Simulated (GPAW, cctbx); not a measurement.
## Cd3Sn: deformation density and structure factors from DFT

Aim: compute the bonding part of the density of Cd3Sn, find which reflections carry it, and see how it biases an ordinary refinement.

The cell comes from substitution in a known structure type and wasn't matched to any measured phase. All numbers below are calculated.

### 1. Relax the structure

The density hangs on the geometry, so cell and atoms are relaxed first, with the symmetry held. The cutoff is set higher than for the density because stress converges slowly with plane waves.

Settings: GPAW 26.7.0, PBE, 570 eV, 4×4×4 k-points, Fermi–Dirac width 0.1 eV, BFGS to 0.03 eV/Å.

```text
cell
1.0
     0.000000000    0.000000000    5.041000000
     6.352000000    0.000000000    0.000000000
    -3.176000000    5.500993365    0.000000000
Sn Cd
2 6
Direct
0.750000000 0.333333333 0.666666667
0.250000000 0.666666667 0.333333333
0.250000000 0.174900004 0.349800009
0.250000000 0.174900004 0.825099996
0.250000000 0.650199991 0.825099996
0.750000000 0.825099995 0.650199991
0.750000000 0.825099996 0.174900004
0.750000000 0.349800009 0.174900004
```

```console
$ OMP_NUM_THREADS=1 mpirun -n 4 gpaw python run.py > gpaw.log
```

```text
BFGS:    0      -12.689083        1.059957
BFGS:    1      -12.770226        0.996693
BFGS:    2      -13.223674        0.479369
BFGS:    3      -13.275283        0.314648
...
BFGS:   13      -13.312260        0.043779
BFGS:   14      -13.312596        0.034669
BFGS:   15      -13.312985        0.014402
cell  5.2855 6.5420 6.5420  120.00 90.00 90.00
volume 195.900 A^3, largest force 0.002 eV/A, largest stress 0.09 GPa
```

After 15 steps the volume has changed by +11.2 % and the energy by -0.624 eV; the largest stress left is 0.09 GPa. It took 5.4 min on 4 cores of Intel(R) Xeon(R) Platinum 8488C (Sapphire Rapids) (shared host), peak memory 1.6 GiB.

Relaxed structure: P6_3/mmc (no. 194), a = 6.5420 Å, b = 6.5420 Å, c = 5.2855 Å, α = 90.00°, β = 90.00°, γ = 120.00°.

| atom | mult. | x | y | z |
| --- | --- | --- | --- | --- |
| Sn1 | 2 | 1/3 | 2/3 | 3/4 |
| Cd1 | 6 | 0.1637 | 0.3274 | 1/4 |

### 2. The all-electron density

X-rays see the whole electron density, so the PAW density is rebuilt with its core regions. Subtracting spherical free atoms from the same code cancels the cores and leaves the deformation density Δρ, the part due to bonding.

Settings: PBE, 450 eV, 5×4×4 k-points (along the axes of the calculation cell), Fermi–Dirac width 0.1 eV; primitive cell of 8 atoms.

```console
$ OMP_NUM_THREADS=1 mpirun -n 4 gpaw python run.py > gpaw.log
```

```text
|iter:   1|       0s |  -13.488223 | -0.43 |       |
|iter:   2|       1s |  -13.376078 | -2.20 | -1.49 |
|iter:   3|       3s |  -12.973948 | -1.75 | -1.53 |
...
|iter:   8|      12s |  -12.967298c| -6.50 | -4.19c|
|iter:   9|      14s |  -12.967299c| -7.09 | -4.59c|
|iter:  10|      15s |  -12.967299c| -7.56c| -5.18c|
```

```text
grid (54, 70, 70)  electrons 388.000  moved by bonding 1.221 e
deformation density beyond 0.5 A of the nuclei: max 0.020, min -0.052 e/A^3
atom        x       y       z   Voronoi charge  moment
Sn1    0.7500  0.3333  0.6667     -0.127       0.00
Sn2    0.2500  0.6667  0.3333     -0.127       0.00
Cd3    0.2500  0.1637  0.3274      0.042       0.00
Cd4    0.2500  0.1637  0.8363      0.042       0.00
Cd5    0.2500  0.6726  0.8363      0.042       0.00
Cd6    0.7500  0.8363  0.6726      0.042       0.00
Cd7    0.7500  0.8363  0.1637      0.042       0.00
Cd8    0.7500  0.3274  0.1637      0.042       0.00
mean inner potential of superposed free atoms 18.402 V
total magnetic moment 0.000 muB
```

Deformation density in a plane through the shortest contact of the Cd atom at the origin, in 0.01 e/Å³ (clipped at ±99); x from -1.6 to 4.8 Å, y from 2.4 down to -2.4 Å:

```text
 -1   0  -1   1   2  -1  -4   .   .  -4  -1   2   1  -1   0  -1
 -1  -1   1   2   2   0  -3  -5  -5  -3   0   2   2   1  -1  -1
  0   1   2   2   2   1   1   0   0   1   1   2   2   2   1   0
  1   1   1   0   0   0   1   1   1   1   0   0   0   1   1   1
  1   0  -2  -5  -5  -3   0   1   1   0  -3  -5  -5  -1   0   1
  1  -1  -5   1   .  -2  -2   1   1  -2  -2   .   1  -5  -1   1
  1  -1  -4   .   .   1  -3   1   1  -3   1   .   .  -4  -1   1
  1  -1  -5   1   .  -2  -2   1   1  -2  -3   .   1  -5  -1   1
  1   0  -2  -5  -5  -4   0   2   2   0  -4  -5  -5  -2   0   1
  1   1   0  -1  -1   0   1   2   2   1   0  -1  -1   0   1   1
  0   0   1   1   1   1   1   1   1   1   1   1   1   1   0   0
 -5  -3   0   1   1   1   0  -1  -1   0   1   1   1   0  -3  -5
  2  -3  -2   1   1   0  -1   0   0  -1   0   1   1  -2  -3   2
```

Atoms in or within 0.15 Å of the plane: Cd (0.0, 0.0), Cd (3.2, 0.0) Å. Dots mark points within about 0.45 Å of a nucleus; large values next to them are atomic features.

Sn gains most (-0.13 e) and Cd loses most (+0.04 e), as electronegativity suggests. Along the shortest contact from the Cd atom at the map's origin, Cd–Cd at 3.21 Å, Δρ is +0.01 e/Å³ at the midpoint: little piles up between the atoms, as is usual in a metallic crystal, which this run finds. At the midpoints of other shortest contacts it is +0.01 (Sn–Cd, 3.27 Å) e/Å³. Point values carry grid noise of about 0.01 e/Å³. The run needed 10 iterations, 27 s.

### 3. Structure factors

The Fourier components of Δρ, added to those of the free atoms, give the static X-ray structure factors; the Mott–Bethe relation turns them into the Fourier components V of the potential that fast electrons feel.

```text
static structure factors of the conventional cell: F in electrons, V (Mott-Bethe) in volts
   h  k  l      d  |F| table  |F| free   |F| DFT   change   |V| free  |V| DFT  change %
   1  0  0  5.6655     4.261     4.299     4.197   -0.102     0.055    0.021    -61.4
   1  0  1  3.8648     5.685     5.676     5.856    0.179     0.469    0.407    -13.3
   1  1  0  3.2710     3.022     3.051     3.203    0.152     0.313    0.275    -12.2
   2  0  0  2.8328   162.537   162.468   162.208   -0.260     5.882    5.930      0.8
   0  0  2  2.6427   319.338   319.122   318.546   -0.576    11.255   11.349      0.8
   2  0  1  2.4968   271.712   271.476   270.948   -0.528     9.363    9.440      0.8
   1  0  2  2.3950     3.597     3.546     3.528   -0.018     0.091    0.093      2.6
   2  1  0  2.1414    11.036    11.067    11.051   -0.016     0.367    0.368      0.5
   1  1  2  2.0557     3.113     3.202     3.186   -0.016     0.109    0.110      1.5
   2  1  1  1.9847     2.719     2.635     2.639    0.004     0.084    0.084     -0.4
   2  0  2  1.9324   143.351   143.160   143.116   -0.044     4.424    4.428      0.1
   3  0  0  1.8885     2.746     2.827     2.812   -0.015     0.073    0.074      1.7
   3  0  1  1.7784    15.334    15.310    15.321    0.011     0.457    0.456     -0.2
   1  0  3  1.6824     5.137     5.180     5.157   -0.023     0.122    0.123      1.3
```

The largest X-ray change is -0.58 e on 002, 0.2 % of |F|. For electrons V goes as (Z − F)/g², so a change of F counts against Z − F, which is small at low angle and wherever the atoms' terms cancel: |V| of 101 moves by -13.3 % (0.47 to 0.41 V) against +3.2 % in |F|. The tabulated Hartree–Fock atoms differ from the free DFT atoms by up to 0.24 e, so the choice of reference atom matters too.

### 4. The functional ladder

The same geometry is run with other functionals, to see whether the bonding signal is larger than the spread between approximations. Free atoms are LDA for LDA and PBE otherwise. Any other changed setting is in the row's label.

```csv
run,ΔF 002 (e),ΔF 201 (e),ΔF 200 (e),q(Sn) (e),moved (e),time
PBE,-0.576,-0.528,-0.260,-0.127,1.221,27 s
LDA,-0.570,-0.529,-0.258,-0.110,1.148,37 s
RPBE,-0.555,-0.503,-0.251,-0.136,1.336,37 s
PBE 150 eV (unsound),-1.079,-1.025,-0.481,-0.149,2.328,11 s
```

At the base's settings ΔF(002) spans -0.576 to -0.555 e, a spread of 4 % of the PBE value; over the three listed reflections the spread is at most 5 %, so sign and size hold across the functionals. The run marked unsound (cutoff far too low) misses ΔF(002) by 0.503 e. Times are from shared hosts.

### 5. What a spherical-atom refinement makes of it

Routine crystallography fits spherical atoms. To see the bias, intensities are simulated from tabulated atoms plus the DFT change ΔF, so that bonding alone can misfit (12348 reflections of the full sphere, merged to the counts below, to 0.4 Å, 1.5 % proportional noise plus counting noise, assumed isotropic U as listed, Δρ smeared by the mean U) and refined with cctbx over different ranges.

```
                    range  data      R1  GooF  U Sn1 (true 0.0036)  U Cd1 (true 0.0036)  largest shift (Å)  Δρ max, min (e/Å³)
                 all data   647  0.0052  0.98               0.0036               0.0036             0.0001         0.53, -0.53
 low resolution, d > 0.84    85  0.0045  1.08               0.0036               0.0036             0.0002         0.21, -0.17
     high order, d < 0.75   533  0.0057  0.97               0.0036               0.0036             0.0001         0.49, -0.46
occupancies free, d > 0.7   136  0.0043  1.02               0.0036               0.0036             0.0001         0.31, -0.27
```

With all data GooF is 0.98, so at this noise the bonding hardly shows; the top residual peak, near noise level, lies 2.28 Å from Cd and 2.28 Å from Cd. No U is off by more than 3 s.u. at low resolution. With Sn1 held at 1 and the scale free, the other occupancies refine to Cd1 1.000(0.001), within three s.u. of full.

### 6. Answer

Bonding moves 1.22 e in the primitive cell of Cd3Sn and changes the structure factors of the conventional cell in the table above by at most 0.58 e (002, 0.2 %), and among reflections above 2 % of the strongest by up to 0.2 % (201). The shortest bond, Cd–Cd, has Δρ = +0.01 e/Å³ at its midpoint, with no localised bond charge. At the base's settings ΔF(002) spans -0.576 to -0.555 e, a spread of 4 % of the PBE value; over the three listed reflections the spread is at most 5 %, so sign and size hold across the functionals. With all data GooF is 0.98, so at this noise the bonding hardly shows. Limits: static density, frozen cores, no spin–orbit coupling.

[Outputs are excerpts: Python notices, other lines and further rows are left out; steps that failed or that the build refused (PBEsol, TPSS) are not shown.]

[Logs are printed without paths, hosts, clocks, repeated set-up lines and the standing remarks that a program may print on its own settings, such as how far it seeks lower states.]
